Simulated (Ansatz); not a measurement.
# TaSnO3 (Pm-3m): following an unstable mode, part 2 of 3

Aim: this structure of TaSnO3 (Pm-3m) is to be tested for unstable modes, and one is followed downhill.

Ansatz 0.2.0; DFT PBEsol, scalar-relativistic, plane waves, PAW; PAW set soft_1.

So far, highest frequency on the path or at a solved wavevector (cm⁻¹): step 2 (response at finite wavevector) 787. Also lowest frequency on the path (cm⁻¹): step 2 -57.1.

## (4) The mode frozen in, largest atomic shift 0.22 Å

The atoms are moved along the unstable eigenvector, the largest shift by 0.22 Å, with the cell fixed.

The input, input.yaml:

```yaml
crystal:
  lattice:
    - [4.0241795564, 0.0, 0.0]
    - [0.0, 4.0241795564, 0.0]
    - [0.0, 0.0, 8.0483591128]
  atoms:
    - { symbol: Ta, position: [0.5, 0.5, 0.25] }
    - { symbol: Ta, position: [0.5, 0.5, 0.75] }
    - { symbol: Sn, position: [0.0546695288, 0.0, 0.0] }
    - { symbol: Sn, position: [-0.0546695288, 0.0, 0.5] }
    - { symbol: O, position: [0.0, 0.5, 0.25] }
    - { symbol: O, position: [0.0, 0.5, 0.75] }
    - { symbol: O, position: [0.5, 0.0, 0.25] }
    - { symbol: O, position: [0.5, 0.0, 0.75] }
    - { symbol: O, position: [0.4854182458, 0.5, 0.0] }
    - { symbol: O, position: [0.5145817542, 0.5, 0.5] }
kpoints:
  mp_grid: { grid: [10, 10, 6] }
hamiltonian:
  xc: pbesol
  pseudopotentials: { kind: paw, azcp: { folder: soft_1 }, xc_functional: pbe }
scf:
  occupations: { method: methfessel_paxton, width: 0.2 }
output:
  forces: true
  stress: true
  eigenvalues: true
```

The run is started by

```
ansatz run input.yaml --threads 4 --pin off --max-ram 10240MiB --backend cpu --events-out ev --progress --plain --runs-dir out
```

Numbers of over 12 decimals in the logs are rounded to 6 here.

Log:

```text
[...]
Crystal: 10 atoms, lattice volume = 130.335 Å³
Basis set: ecut = 420 eV, 2547 PW (Γ), exchange–correlation on 54×54×108 points (8 copies of the dense FFT grid, shifted against one another)
Bands: 55, of which v1, the nominal top of the filled ones, is band 45 counted from 1 (44 counted from 0)
Symmetry: 8 space group operations
[...]
k-points: 144 of 600
[...]
k-point 0: bands = [... 41 lower, 9.3861, 9.4161, 10.9692, 12.7996, 12.8724, 12.9663, 13.1471, 13.2043, ... 6 higher]
  k-point 1: bands = [... 41 lower, 9.3623, 9.3833, 10.6679, 12.9733, 12.9818, 13.0598, 13.2224, 13.4883, ... 6 higher]
  k-point 2: bands = [... 41 lower, 9.3400, 9.3609, 10.0696, 12.9920, 13.0310, 13.6063, 13.6446, 14.1858, ... 6 higher]
  k-point 143: bands = [... 41 lower, 9.4041, 10.0369, 10.0369, 15.0950, 15.0950, 15.2255, 15.2255, 15.8388, ... 6 higher]
[key lines of the parts left out:]
SCF converged after 8 iterations
Free energy (F): -34884.472887 eV
Fermi energy:    13.772141 eV
P = ⅓ Tr σ = 0.6850 GPa (6.850 kbar)
```

Elapsed: 19 s, on 4 threads of Arm Neoverse V1, shared host; peak memory 0.98 GiB.

Numbers from this step:

```
pressure                         : 0.6850 GPa
energy from the undistorted cell : -0.26 meV/atom
```

The energy, extrapolated to zero smearing, is -0.26 meV/atom against the undistorted cell.

The run ends at a pressure of 0.69 GPa, with forces up to 0.026 eV/Å.

## (5) Energy along the mode, all amplitudes (two of the runs are shown above)

An imaginary frequency means negative curvature, so the energy should fall and then rise again as anharmonic terms take over.

Numbers from this step:

* depth at the lowest point sampled: 0.26 meV/atom
* largest atomic shift at that point: 0.22 Å

Energy from the parent against largest atomic shift:

| largest atomic shift (Å) | energy from the parent (meV/atom) |
| --- | --- |
| 0.000 | 0 |
| 0.040 | -0.027 |
| 0.080 | -0.1 |
| 0.140 | -0.243 |
| 0.220 | -0.26 |
| 0.320 | 0.76 |
| 0.450 | 6.56 |

Displacement at unit largest shift by atom:

| atom | x (Å) | y (Å) | z (Å) | size |
| --- | --- | --- | --- | --- |
| Ta1 | 0.00 | 0.00 | 0.00 | 0.00 |
| Ta2 | 0.00 | 0.00 | 0.00 | 0.00 |
| Sn3 | 1.00 | 0.00 | 0.00 | 1.00 |
| Sn4 | -1.00 | 0.00 | 0.00 | 1.00 |
| O5 | 0.00 | 0.00 | 0.00 | 0.00 |
| O6 | 0.00 | 0.00 | 0.00 | 0.00 |
| O7 | 0.00 | 0.00 | 0.00 | 0.00 |
| O8 | 0.00 | 0.00 | 0.00 | 0.00 |
| O9 | -0.27 | 0.00 | 0.00 | 0.27 |
| O10 | 0.27 | 0.00 | 0.00 | 0.27 |

The lowest of the steps tried is at 0.22 Å, 0.26 meV/atom below the parent; the bottom of the well need not coincide with a step.

## (6) Relaxation from the frozen mode

Starting from the lowest point found, all atoms and the cell are let go, so that strain and other modes of the same symmetry can join in.

Changes to input.yaml since step 4:

```diff
@@ -27 +27,6 @@
   eigenvalues: true
+relax:
+  adjacent_minimum: "off"
+  f_tol: 0.002
+  max_steps: 120
+  cell: { stress_tol: 0.03 }
```

Log:

```text
[...]
Crystal: 10 atoms, lattice volume = 130.335 Å³
Basis set: ecut = 420 eV, 2547 PW (Γ), exchange–correlation on 54×54×108 points (8 copies of the dense FFT grid, shifted against one another)
Bands: 55, of which v1, the nominal top of the filled ones, is band 45 counted from 1 (44 counted from 0)
Symmetry: 8 space group operations
[...]
k-points: 144 of 600
[...]
SCF iter   1: F=—  HF=-34884.858570 eV  |F-HF|=—  |Δ(HF+E_count)|=         —  Δρ=4.77e-2  dr2=2.63e0  ethr=3.10e-3  ⟨swp⟩=5.2  Hψ=26790  notcnv=0
[...]
SCF iter   8: F=-34884.472887 eV  HF=-34884.472887 eV  |F-HF|=1.46e-8  |Δ(HF+E_count)|=   6.29e-8  S|Δr|=    0.00e0  Δρ=5.67e-6  dr2=4.78e-8  ethr=1.11e-10  ⟨swp⟩=9.5  Hψ=37501  notcnv=0
SCF 1 converged in 8 iterations: F = -34884.472887 eV  dr2 = 4.78e-8
[...]
relax step   1: F+E_penalty+E_count = -34884.47288721 eV  Δ(F+E_penalty+E_count) = +0.000e0 eV  max|allowed force component| = 2.564e-2 eV/Å  Δτ_max = 0.0000 Å  P = +0.685 GPa  Ω = 130.335 Å³  (8 SCF iters, dr2 threshold 1.00e-7 eV, accepted)
Crystal: 10 atoms, lattice volume = 130.926 Å³
Basis set: ecut = 420 eV, 2579 PW (Γ), exchange–correlation on 54×54×108 points (8 copies of the dense FFT grid, shifted against one another)
[...]
iter 1 solved again at ethr=9.79e-7 eV; its pass at ethr=3.10e-3 eV (dr2=8.81e-4 eV) is discarded
[...]
SCF iter   4: F=-34884.473808 eV  HF=-34884.473808 eV  |F-HF|=1.65e-7  |Δ(HF+E_count)|=   2.09e-6  S|Δr|=    0.00e0  Δρ=1.94e-5  dr2=5.53e-7  ethr=1.11e-9  ⟨swp⟩=4.7  Hψ=34390  notcnv=0
SCF 2 converged in 4 iterations: F = -34884.473808 eV  dr2 = 5.53e-7
relax step   2: F+E_penalty+E_count = -34884.47380760 eV  Δ(F+E_penalty+E_count) = -9.204e-4 eV  max|allowed force component| = 9.143e-3 eV/Å  Δτ_max = 0.0062 Å  P = -0.256 GPa  Ω = 130.926 Å³  energy of the carried Pulay correction = -1.283e-3 eV  (4 SCF iters, dr2 threshold 1.00e-6 eV, accepted)
Crystal: 10 atoms, lattice volume = 130.815 Å³
[...]
SCF iter   4: F=-34884.474381 eV  HF=-34884.474381 eV  |F-HF|=5.29e-8  |Δ(HF+E_count)|=   1.92e-7  S|Δr|=    0.00e0  Δρ=7.98e-6  dr2=1.19e-7  ethr=7.49e-10  ⟨swp⟩=5.5  Hψ=28185  notcnv=0
SCF 3 converged in 4 iterations: F = -34884.474381 eV  dr2 = 1.19e-7
relax step   3: F+E_penalty+E_count = -34884.47438083 eV  Δ(F+E_penalty+E_count) = -5.732e-4 eV  max|allowed force component| = 7.483e-3 eV/Å  Δτ_max = 0.0029 Å  P = -0.063 GPa  Ω = 130.815 Å³  energy of the carried Pulay correction = -1.041e-3 eV  (4 SCF iters, dr2 threshold 6.74e-7 eV, accepted)
[...]
relax step   4: F+E_penalty+E_count = -34884.47451473 eV  Δ(F+E_penalty+E_count) = -1.339e-4 eV  max|allowed force component| = 4.361e-3 eV/Å  Δτ_max = 0.0138 Å  P = -0.031 GPa  Ω = 130.852 Å³  energy of the carried Pulay correction = -1.123e-3 eV  (5 SCF iters, dr2 threshold 6.59e-8 eV, accepted)
[...]
relax step   5: F+E_penalty+E_count = -34884.47453334 eV  Δ(F+E_penalty+E_count) = -1.862e-5 eV  max|allowed force component| = 1.457e-3 eV/Å  Δτ_max = 0.0129 Å  P = -0.003 GPa  Ω = 130.893 Å³  energy of the carried Pulay correction = -1.211e-3 eV  (6 SCF iters, dr2 threshold 2.28e-8 eV, accepted)
[...]
relax step   6: F+E_penalty+E_count = -34884.47449085 eV  Δ(F+E_penalty+E_count) = +4.249e-5 eV  max|allowed force component| = 4.598e-4 eV/Å  Δτ_max = 0.0056 Å  P = +0.001 GPa  Ω = 130.916 Å³  energy of the carried Pulay correction = -1.260e-3 eV  (8 SCF iters, accepted)
[...]
relax step   7: F+E_penalty+E_count = -34884.47580574 eV  Δ(F+E_penalty+E_count) = -1.315e-3 eV  max|allowed force component| = 4.897e-4 eV/Å  Δτ_max = 0.0000 Å  P = +0.019 GPa  Ω = 130.916 Å³  stress off target by 3.86e-2 GPa  SCF on the basis re-selected at this cell (its energy is not comparable with the rows above)  (6 SCF iters)
[...]
relax step   8: F+E_penalty+E_count = -34884.47577632 eV  Δ(F+E_penalty+E_count) = +2.942e-5 eV  max|allowed force component| = 4.521e-4 eV/Å  Δτ_max = 0.0007 Å  P = +0.002 GPa  Ω = 130.930 Å³  energy of the carried Pulay correction = -3.189e-5 eV  (5 SCF iters, dr2 threshold 3.73e-9 eV, accepted)
[...]
SCF iter   5: F=-34884.475796 eV  HF=-34884.475796 eV  |F-HF|=0.00e0  |Δ(HF+E_count)|=  9.53e-10  S|Δr|=    0.00e0  Δρ=1.66e-7  dr2=3.51e-11  ethr=1.00e-12  ⟨swp⟩=5.2  Hψ=27742  notcnv=0
SCF 9 converged in 5 iterations: F = -34884.475796 eV  dr2 = 3.51e-11
relax step   9: F+E_penalty+E_count = -34884.47579603 eV  Δ(F+E_penalty+E_count) = -1.970e-5 eV  max|allowed force component| = 4.562e-4 eV/Å  Δτ_max = 0.0000 Å  P = +0.003 GPa  Ω = 130.930 Å³  stress off target by 7.83e-3 GPa  SCF on the basis re-selected at this cell (its energy is not comparable with the rows above)  (5 SCF iters)
[...]
SCF converged after 5 iterations
[...]
Free energy (F): -34884.475796 eV
[...]
Internal energy: -34884.470181 eV  (E = F + TS)
E sigma→0 (E₀):  -34884.474392 eV
Entropy (-TS):   -0.005615 eV (-0.561 meV/atom)
Fermi energy:    13.694221 eV
[...]
--- Forces (eV/Å), atoms counted from 1 ---
  atom   1  Ta     0.00000000    -0.00000000    -0.00000000
  atom   2  Ta     0.00000000     0.00000000     0.00000000
  atom   3  Sn     0.00010195    -0.00000000     0.00000000
  atom   4  Sn    -0.00010195     0.00000000     0.00000000
  atom   5  O      0.00000000     0.00000000    -0.00000000
  atom   6  O      0.00000000     0.00000000     0.00000000
  atom   7  O      0.00000000     0.00000000    -0.00000000
  atom   8  O      0.00000000     0.00000000    -0.00000000
  atom   9  O      0.00045617     0.00000000     0.00000000
  atom  10  O     -0.00045617    -0.00000000     0.00000000
  max |Σ_I F_I| component: 0.00e0 eV/Å
--- Stress (GPa, compression-positive) ---
        0.007830       0.000000       0.000000
        0.000000      -0.000230       0.000000
        0.000000       0.000000       0.000060
  P = ⅓ Tr σ = 0.0026 GPa (0.026 kbar)
--- Band table (eV; the first three rows and the last of 144) ---
  k-point 0: bands = [... 41 lower, 9.3264, 9.3521, 10.8766, 12.7012, 12.7721, 12.8905, 13.0857, 13.1947, ... 6 higher]
  k-point 1: bands = [... 41 lower, 9.3047, 9.3248, 10.5829, 12.8861, 12.8979, 12.9555, 13.1515, 13.4720, ... 6 higher]
  k-point 2: bands = [... 41 lower, 9.2842, 9.3038, 9.9951, 12.9173, 12.9536, 13.4978, 13.5437, 14.1523, ... 6 higher]
  k-point 143: bands = [... 41 lower, 9.3183, 9.9750, 9.9750, 14.9935, 14.9935, 15.1878, 15.1878, 15.7847, ... 6 higher]
--- Relaxed structure (7 steps of the walk, 7 accepted, 2 SCFs on fresh bases) ---
  F+E_penalty+E_count = -34884.47579603 eV   max|allowed force component| = 4.562e-4 eV/Å   (the final SCF, on the basis selected at the relaxed cell)
  cell:  # Å, volume = 130.9303 Å³
    - [4.016008, 0.0, 0.0]
    - [0.0, 4.032298, 0.0]
    - [0.0, 0.0, 8.085244]
  atoms:
    - { symbol: Ta, position: [0.500000, 0.500000, 0.250000] }
    - { symbol: Ta, position: [0.500000, 0.500000, 0.750000] }
    - { symbol: Sn, position: [0.064359, 0, 0] }
    - { symbol: Sn, position: [-0.064359, 0, 0.500000] }
    - { symbol: O, position: [0, 0.500000, 0.250000] }
    - { symbol: O, position: [0, 0.500000, 0.750000] }
    - { symbol: O, position: [0.500000, 0, 0.250000] }
    - { symbol: O, position: [0.500000, 0, 0.750000] }
    - { symbol: O, position: [0.486058, 0.500000, 0] }
    - { symbol: O, position: [0.513942, 0.500000, 0.500000] }
```

Elapsed: 2.8 min, on 4 threads; peak memory 1 GiB; 11 min of CPU time.

Step by step:

| step | energy less that of the first step (eV) | largest force component (eV/Å) | pressure (GPa) | volume (Å³) |
| --- | --- | --- | --- | --- |
| 1 | 0.0000 | 0.0256 | 0.69 | 130.34 |
| 2 | -0.0009 | 0.0091 | -0.26 | 130.93 |
| 3 | -0.0015 | 0.0075 | -0.06 | 130.81 |
| 4 | -0.0016 | 0.0044 | -0.03 | 130.85 |
| 5 | -0.0016 | 0.0015 | 0.00 | 130.89 |
| 6 | -0.0016 | 0.0005 | 0.00 | 130.92 |
| 7* | -0.0029 | 0.0005 | 0.02 | 130.92 |
| 8 | -0.0029 | 0.0005 | 0.00 | 130.93 |
| 9* | -0.0029 | 0.0005 | 0.00 | 130.93 |

Relaxation steps marked * repeat the geometry before them on a plane-wave basis chosen anew for their cell, so energy and pressure can jump there.

The run keeps the 8 symmetry operations that it works with, so distortions that break them were not tested.

| cell as run | before | after | change |
| --- | --- | --- | --- |
| a (Å) | 4.024 | 4.016 | -0.2 % |
| b (Å) | 4.024 | 4.032 | +0.2 % |
| c (Å) | 8.048 | 8.085 | +0.5 % |
| volume (Å³/atom) | 13.03 | 13.09 | +0.5 % |

The atoms that moved most (Å, as changes of fractional coordinates times the final cell):

| atom | dx | dy | dz | length |
| --- | --- | --- | --- | --- |
| Sn3 | 0.039 | 0.000 | 0.000 | 0.039 |
| Sn4 | -0.039 | 0.000 | 0.000 | 0.039 |

Numbers from this step:

```yaml
pressure: 0.002553 GPa
volume_per_atom: 13.09 Å³
```

The distorted start has space group Pmma; the relaxation ends in Pmma.

## (7) The new phase in its own primitive cell

The relaxed structure is symmetrised, reduced to its primitive cell and relaxed tightly, as its phonons need.

input.yaml, the sections that differ from step 6:

```yaml
crystal:
  lattice:
    - [8.0852439154, 0.0, 0.0]
    - [0.0, 4.0322979496, 0.0]
    - [0.0, 0.0, 4.016007802]
  atoms:
    - { symbol: Ta, position: [0.5, 0.5, 0.5] }
    - { symbol: Ta, position: [0.0, 0.5, 0.5] }
    - { symbol: Sn, position: [0.75, 0.0, 0.06435891] }
    - { symbol: Sn, position: [0.25, 0.0, 0.93564109] }
    - { symbol: O, position: [0.5, 0.5, 0.0] }
    - { symbol: O, position: [0.0, 0.5, 0.0] }
    - { symbol: O, position: [0.5, 0.0, 0.5] }
    - { symbol: O, position: [0.0, 0.0, 0.5] }
    - { symbol: O, position: [0.75, 0.5, 0.4860578635] }
    - { symbol: O, position: [0.25, 0.5, 0.5139421365] }
kpoints:
  mp_grid: { grid: [6, 10, 10] }
relax:
  adjacent_minimum: "off"
  f_tol: 0.001
  max_steps: 60
  cell: { stress_tol: 0.01 }
# hamiltonian, scf, output: as in step 6
```

Log:

```text
[...]
Crystal: 10 atoms, lattice volume = 130.930 Å³
Basis set: ecut = 420 eV, 2579 PW (Γ), exchange–correlation on 120×54×54 points (8 copies of the dense FFT grid, shifted against one another)
Bands: 55, of which v1, the nominal top of the filled ones, is band 45 counted from 1 (44 counted from 0)
Symmetry: 8 space group operations
[...]
k-points: 144 of 600
[...]
- { symbol: Ta, position: [0.0, 0.5, 0.500000] }
    - { symbol: Sn, position: [0.75, 0.0, 0.064359] }
    - { symbol: Sn, position: [0.25, 0.0, 0.935641] }
    - { symbol: O, position: [0.5, 0.5, 0.0] }
    - { symbol: O, position: [0.0, 0.5, 0.0] }
    - { symbol: O, position: [0.5, 0.0, 0.500000] }
    - { symbol: O, position: [0.0, 0.0, 0.500000] }
    - { symbol: O, position: [0.75, 0.5, 0.486058] }
    - { symbol: O, position: [0.25, 0.5, 0.513942] }
[key lines of the parts left out:]
SCF converged after 8 iterations
Free energy (F): -34884.475796 eV
Fermi energy:    13.694221 eV
P = ⅓ Tr σ = 0.0026 GPa (0.026 kbar)
```

Elapsed: 44 s, on 4 threads; peak memory 1 GiB; 2.9 min of CPU time.

Little changed from the start: no atom moved by 0.005 Å and no cell edge by 0.1 %.

This step gave:

| Item | Value |
| --- | --- |
| pressure | 0.002550 GPa |

The largest force component left is 0.46 meV/Å and the pressure is 0.003 GPa, within the tolerances set. The cell now holds 13.09 Å³/atom.

(Part 2 of 3 ends here.)

[Logs are printed without paths, hosts, clocks, repeated set-up lines and the standing remarks that a program may print on its own settings, such as how far it seeks lower states.]

[Hosts, paths, dates, database ids (printed as entryN), source tags and the programs' standing remarks are cut or masked in the printed files.]
